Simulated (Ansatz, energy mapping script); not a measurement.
# Spin model of Fe from collinear orders

How strongly do the moments of Fe couple under LDA? The plan is to run several orders and fit a Heisenberg model.

Program: Ansatz 0.2.0. Level of theory: LDA; plane waves, collinear spin, no spin–orbit coupling. Results are calculated unless marked as measured.

Most raw output is cut from this account.

The database entry behind the starting cell differs from later determinations by our own check (an axis about 0.7 % long against later determinations), so it need not match the best structure at ambient conditions.

In doubt: warnings of the run leave room for a lower electronic state (steps 3, 7, 9), so energies may not be the lowest and differences between runs may mislead.

### Step 1. The starting structure

Symmetry: Im-3m, No. 229, cubic system. The conventional cell has a = 2.886 Å, b = 2.886 Å, c = 2.886 Å, α = 90.00°, β = 90.00°, γ = 90.00°. Fe has 8 Fe at 2.50 Å nearest.

As a file:

```cif
data_structure
_symmetry_space_group_name_H-M 'P 1'
_symmetry_Int_Tables_number 1
_cell_length_a 2.4993
_cell_length_b 2.4993
_cell_length_c 2.4993
_cell_angle_alpha 109.471
_cell_angle_beta 109.471
_cell_angle_gamma 109.471
_cell_volume 12.02
loop_
_atom_site_label
_atom_site_type_symbol
_atom_site_fract_x
_atom_site_fract_y
_atom_site_fract_z
_atom_site_occupancy
Fe1 Fe 0.00000 0.00000 0.00000 1
```

A plain semilocal functional is the cheapest rung. It tends to spread open shells too far.

### Step 2. Parallel start in cell A (2 atoms)

The parallel order is the zero of energy for this cell and mesh.

input.yaml reads:

```yaml
crystal:
  lattice:
    - [-1.443, 1.443, 1.443]
    - [1.443, -1.443, 1.443]
    - [2.886, 2.886, 0.0]
  atoms:
    - { symbol: Fe, position: [0.0, 0.0, 0.0], spin: 2.8 }
    - { symbol: Fe, position: [0.5, 0.5, 0.5], spin: 2.8 }
magnetization:
  spin_polarized: true
kpoints:
  mp_grid: { grid: [16, 16, 10] }
hamiltonian:
  xc: lda
scf:
  occupations: { method: fermi_dirac, width: 0.1 }
output:
  eigenvalues: true
```

Started as:

```
$ ansatz run input.yaml --threads 4 --pin off --max-ram 8192MiB --backend cpu --events-out ev --progress --plain --runs-dir out
```

The job ended after 6.5 s (4 threads of Arm Neoverse V2, shared host; peak memory 0.62 GiB).

Spin moment in the sphere by atom:

| atom | spin moment in the sphere (μB) |
| --- | --- |
| Fe1 | 2.26 |
| Fe2 | 2.26 |

The run ends ferromagnetic.

### Step 3. Compensated +− start in cell A (2 atoms)

This order reverses 4 of the 8 neighbours at 2.50 Å and 8 of the 12 neighbours at 4.08 Å, counted for an average magnetic atom.

input.yaml, the sections that differ from step 2:

```yaml
crystal:
  lattice:
    - [-1.443, 1.443, 1.443]
    - [1.443, -1.443, 1.443]
    - [2.886, 2.886, 0.0]
  atoms:
    - { symbol: Fe, position: [0.0, 0.0, 0.0], spin: 2.8 }
    - { symbol: Fe, position: [0.5, 0.5, 0.5], spin: -2.8 }
# magnetization, kpoints, hamiltonian, scf, output: as in step 2
```

Run time: 5.1 s. Hardware: 4 threads; peak memory 0.61 GiB; 18 s of CPU time.

Spin moment in the sphere by atom:

| atom | spin moment in the sphere (μB) |
| --- | --- |
| Fe1 | 1.99 |
| Fe2 | -1.99 |

The run ends antiferromagnetic, 208.20 meV a magnetic atom above the parallel order of its cell (energies taken at zero occupation width, not the printed F).

### Step 4. Parallel start in cell B (2 atoms)

A new cell needs its own zero of energy.

This run holds the same structure in another cell (a 2.499 → 2.886 Å, b 2.499 → 2.886 Å, c 4.081 → 2.886 Å, γ 109.5 → 90.0°).

input.yaml, the sections that differ from step 3:

```yaml
crystal:
  lattice:
    - [0.0, -2.886, 0.0]
    - [-2.886, 0.0, 0.0]
    - [0.0, 0.0, -2.886]
  atoms:
    - { symbol: Fe, position: [0.5, 0.5, 0.5], spin: 2.8 }
    - { symbol: Fe, position: [0.0, 0.0, 0.0], spin: 2.8 }
kpoints:
  mp_grid: { grid: [13, 13, 13] }
# magnetization, hamiltonian, scf, output: as in step 3
```

The job ended after 1.7 s (4 threads; peak memory 0.36 GiB; 5 s of CPU time).

The run ends ferromagnetic. For each magnetic atom its energy differs from the parallel run of the first cell by 0.58 meV, an error that one common reference would have brought in.

### Step 5. Run 4 (compensated +−; cell B, 2 atoms)

This order reverses 8 of the 8 neighbours at 2.50 Å and 0 of the 12 neighbours at 4.08 Å, counted for an average magnetic atom.

input.yaml, the sections that differ from step 4:

```yaml
crystal:
  lattice:
    - [0.0, -2.886, 0.0]
    - [-2.886, 0.0, 0.0]
    - [0.0, 0.0, -2.886]
  atoms:
    - { symbol: Fe, position: [0.5, 0.5, 0.5], spin: 2.8 }
    - { symbol: Fe, position: [0.0, 0.0, 0.0], spin: -2.8 }
# magnetization, kpoints, hamiltonian, scf, output: as in step 4
```

Elapsed: 18 s, on 4 threads; peak memory 0.56 GiB; 64 s of CPU time.

The run ends ferromagnetic, not as typed: a moment turned or collapsed in the SCF or in the program's search for a lower state.

### Step 6. Order 5: parallel, cell C of 3 atoms

input.yaml, the sections that differ from step 5:

```yaml
crystal:
  lattice:
    - [-1.443, 1.443, 1.443]
    - [0.0, -2.886, 2.886]
    - [2.886, 2.886, 0.0]
  atoms:
    - { symbol: Fe, position: [0.0, 0.0, 0.0], spin: 2.8 }
    - { symbol: Fe, position: [0.666666667, 0.666666667, 0.333333333], spin: 2.8 }
    - { symbol: Fe, position: [0.333333333, 0.333333333, 0.666666667], spin: 2.8 }
kpoints:
  mp_grid: { grid: [15, 11, 11] }
# magnetization, hamiltonian, scf, output: as in step 5
```

Run time: 8.1 s. Hardware: 4 threads; peak memory 0.63 GiB.

The run ends ferromagnetic. For each magnetic atom its energy differs from the parallel run of the first cell by -0.80 meV, an error that one common reference would have brought in.

### Step 7. Run 6 (uncompensated ++−; cell C, 3 atoms)

This order reverses 4 of the 8 neighbours at 2.50 Å and 4 of the 12 neighbours at 4.08 Å, counted for an average magnetic atom.

input.yaml, the sections that differ from step 6:

```yaml
crystal:
  lattice:
    - [-1.443, 1.443, 1.443]
    - [0.0, -2.886, 2.886]
    - [2.886, 2.886, 0.0]
  atoms:
    - { symbol: Fe, position: [0.0, 0.0, 0.0], spin: 2.8 }
    - { symbol: Fe, position: [0.666666667, 0.666666667, 0.333333333], spin: 2.8 }
    - { symbol: Fe, position: [0.333333333, 0.333333333, 0.666666667], spin: -2.8 }
# magnetization, kpoints, hamiltonian, scf, output: as in step 6
```

Wall time 9 s (4 threads); peak memory 0.65 GiB.

The run ends ferrimagnetic, 182.08 meV a magnetic atom above the parallel order of its cell (energies taken at zero occupation width, not the printed F).

### Step 8. Parallel start in cell D (3 atoms)

This run holds the same structure in another cell (b 4.081 → 2.499 Å, c 4.081 → 6.290 Å, α 120.0 → 97.6°, β 90.0 → 97.6°, γ 90.0 → 109.5°).

input.yaml, the sections that differ from step 7:

```yaml
crystal:
  lattice:
    - [-1.443, 1.443, 1.443]
    - [1.443, -1.443, 1.443]
    - [4.329, 4.329, -1.443]
  atoms:
    - { symbol: Fe, position: [0.0, 0.0, 0.0], spin: 2.8 }
    - { symbol: Fe, position: [0.666666667, 0.666666667, 0.333333333], spin: 2.8 }
    - { symbol: Fe, position: [0.333333333, 0.333333333, 0.666666667], spin: 2.8 }
kpoints:
  mp_grid: { grid: [16, 16, 16] }
# magnetization, hamiltonian, scf, output: as in step 7
```

Run time: 21 s. Hardware: 4 threads; peak memory 1.3 GiB.

The run ends ferromagnetic. For each magnetic atom its energy differs from the parallel run of the first cell by 0.05 meV, an error that one common reference would have brought in.

### Step 9. Order 8: uncompensated ++−, cell D of 3 atoms

This order reverses 2.67 of the 8 neighbours at 2.50 Å and 6.67 of the 12 neighbours at 4.08 Å, counted for an average magnetic atom.

input.yaml, the sections that differ from step 8:

```yaml
crystal:
  lattice:
    - [-1.443, 1.443, 1.443]
    - [1.443, -1.443, 1.443]
    - [4.329, 4.329, -1.443]
  atoms:
    - { symbol: Fe, position: [0.0, 0.0, 0.0], spin: 2.8 }
    - { symbol: Fe, position: [0.666666667, 0.666666667, 0.333333333], spin: 2.8 }
    - { symbol: Fe, position: [0.333333333, 0.333333333, 0.666666667], spin: -2.8 }
# magnetization, kpoints, hamiltonian, scf, output: as in step 8
```

Run time: 27 s. Hardware: 4 threads; peak memory 1.3 GiB.

The run ends ferrimagnetic, 119.49 meV a magnetic atom above the parallel order of its cell (energies taken at zero occupation width, not the printed F).

### Step 10. Parallel start in cell E (3 atoms)

The parallel order again, as the reference for this cell.

This run holds the same structure in another cell (a 2.499 → 2.886 Å, b 2.499 → 2.886 Å, c 6.290 → 4.786 Å, α 97.6 → 107.5°, β 97.6 → 107.5°, γ 109.5 → 90.0°).

input.yaml, the sections that differ from step 9:

```yaml
crystal:
  lattice:
    - [0.0, -2.886, 0.0]
    - [-2.886, 0.0, 0.0]
    - [1.443, 1.443, -4.329]
  atoms:
    - { symbol: Fe, position: [0.666666667, 0.666666667, 0.333333333], spin: 2.8 }
    - { symbol: Fe, position: [0.333333333, 0.333333333, 0.666666667], spin: 2.8 }
    - { symbol: Fe, position: [0.0, 0.0, 0.0], spin: 2.8 }
kpoints:
  mp_grid: { grid: [14, 14, 14] }
# magnetization, hamiltonian, scf, output: as in step 9
```

Wall time 8.5 s (4 threads); peak memory 0.7 GiB; 31 s of CPU time.

The run ends ferromagnetic. For each magnetic atom its energy differs from the parallel run of the first cell by -0.98 meV, an error that one common reference would have brought in.

### Step 11. Uncompensated ++− start in cell E (3 atoms)

This order reverses 5.33 of the 8 neighbours at 2.50 Å and 5.33 of the 12 neighbours at 4.08 Å, counted for an average magnetic atom.

Changes to input.yaml since step 10:

```diff
@@ -8,3 +8,3 @@
     - { symbol: Fe, position: [0.333333333, 0.333333333, 0.666666667], spin: 2.8 }
-    - { symbol: Fe, position: [0.0, 0.0, 0.0], spin: 2.8 }
+    - { symbol: Fe, position: [0.0, 0.0, 0.0], spin: -2.8 }
 magnetization:
```

Wall time 13 s (4 threads); peak memory 0.72 GiB.

The run ends ferromagnetic, not as typed: a moment turned or collapsed in the SCF or in the program's search for a lower state.

### Step 12. Mapping onto a Heisenberg model

Each energy difference is a sum of couplings weighted by the pairs that the order reverses. A few near shells are fitted to the differences by least squares. Energies are those extrapolated to zero occupation width, not the free energies F.

The orders side by side; each is measured from the parallel order in the same cell and on the same mesh:

| order | atoms | energy (meV a magnetic atom) | moments (μB) | moments kept as typed | opposed neighbours at 2.50, 4.08 Å |
| --- | --- | --- | --- | --- | --- |
| parallel in cell A | 2 | 0.00 | 2.26 | yes | 0, 0 |
| compensated +− in cell A | 2 | 208.20 | 1.99 | yes | 4, 8 |
| parallel in cell B | 2 | 0.00 | 2.25 | yes | 0, 0 |
| compensated +− in cell B (typed; ended ferromagnetic) | 2 | 0.00 | 2.25 | no | 8, 0 |
| parallel in cell C | 3 | 0.00 | 2.26 | yes | 0, 0 |
| uncompensated ++− in cell C | 3 | 182.08 | 1.91 to 2.17 | yes | 4, 4 |
| parallel in cell D | 3 | 0.00 | 2.26 | yes | 0, 0 |
| uncompensated ++− in cell D | 3 | 119.49 | 2.06 to 2.19 | yes | 2.67, 6.67 |
| parallel in cell E | 3 | 0.00 | 2.26 | yes | 0, 0 |
| uncompensated ++− in cell E (typed; ended ferromagnetic) | 3 | 0.00 | 2.26 | no | 5.33, 5.33 |

The Heisenberg fit (each pair counts twice, positive J is ferromagnetic):

| pair | distance (Å) | neighbours | J (meV) |
| --- | --- | --- | --- |
| Fe–Fe | 2.50 | 8 | 22.3 |
| Fe–Fe | 4.08 | 12 | 1.05 |

These orders cannot tell some unfitted shells from fitted ones: the value at 2.50 Å holds J(2.50) + J(2.89) and the value at 4.08 Å holds J(4.08) + 2 J(6.45); other unfitted shells add to the values wholly or in part. No temperature is drawn.

Adding the shell at 4.79 Å gives 23, 6.8 and -3.5 meV, an exact solve that tests nothing.

Limits of this fit: moments change by up to 15 % between orders; some orders lost their moments or signs, so no temperature is drawn from a model of fixed moments; one more shell would shift couplings by over a fifth of the largest; 2 of the orders did not finish or lost their signs.

### Step 13. Against another level

The first set of orders, under PBE, took 8.1 min of CPU time summed over its finished orders (seed run apart), these 7.1 min.

| quantity | this set | first set |
| --- | --- | --- |
| J at 2.50 Å, meV | 22.3 | 24.4 |
| J at 4.08 Å, meV | 1.05 | 0.521 |

The coupling that led in the first set goes from 24.4 to 22.3 meV.

### Step 14. What came out

- lowest order tried: parallel
- largest fitted value (a combination of shells), Fe–Fe at 2.50 Å: 22.3 meV

**Reading.** Of the orders tried, Fe prefers parallel moments under LDA. The coupling at 2.50 Å is 0.91 times that of the first set, at 0.88 times the CPU time. The largest fitted value is 22 meV, at 2.50 Å. It is a combination of shells that these orders cannot split, so neither its size nor its sign can be laid on that pair alone. The orders also reverse pairs at 2.89, 4.79 and 5.00 Å, which are not fitted, so the fitted values hold their part too. With 3 differences for 2 couplings the fit misses by 13 meV at most, which is not small: farther shells, terms beyond the Heisenberg form or the mesh can cause that. Taking in the shell at 4.79 Å as well gives 23, 6.8 and -3.5 meV. That shift shows how loosely these orders fix the split between shells; the shorter fit, which has an equation to spare, is the one used. In the fitted orders moments change by up to 15 % against the parallel run of the same cell, so a model of fixed spins is doubtful here. Orders that lost their signs are left out of the fit. Every order is gapless on its mesh at this level. In a metal exchange reaches farther, and a short model of fixed moments is less apt. With a near shell that the orders cannot separate, no temperature is given. Some orders lost their moments or signs, so a model of fixed moments fits this crystal badly and no temperature is given.

[Logs and program files are shortened in this print: banners, set-up blocks, solver, clock and traceback lines can be left out without a mark of their own.]

[Logs are printed without paths, hosts, clocks, repeated set-up lines and the standing remarks that a program may print on its own settings, such as how far it seeks lower states.]

[Hosts, paths, dates, database ids (printed as entryN), source tags and the programs' standing remarks are cut or masked in the printed files.]

[Where a cell is said to come from a database of computed structures, the database is the Materials Project.]
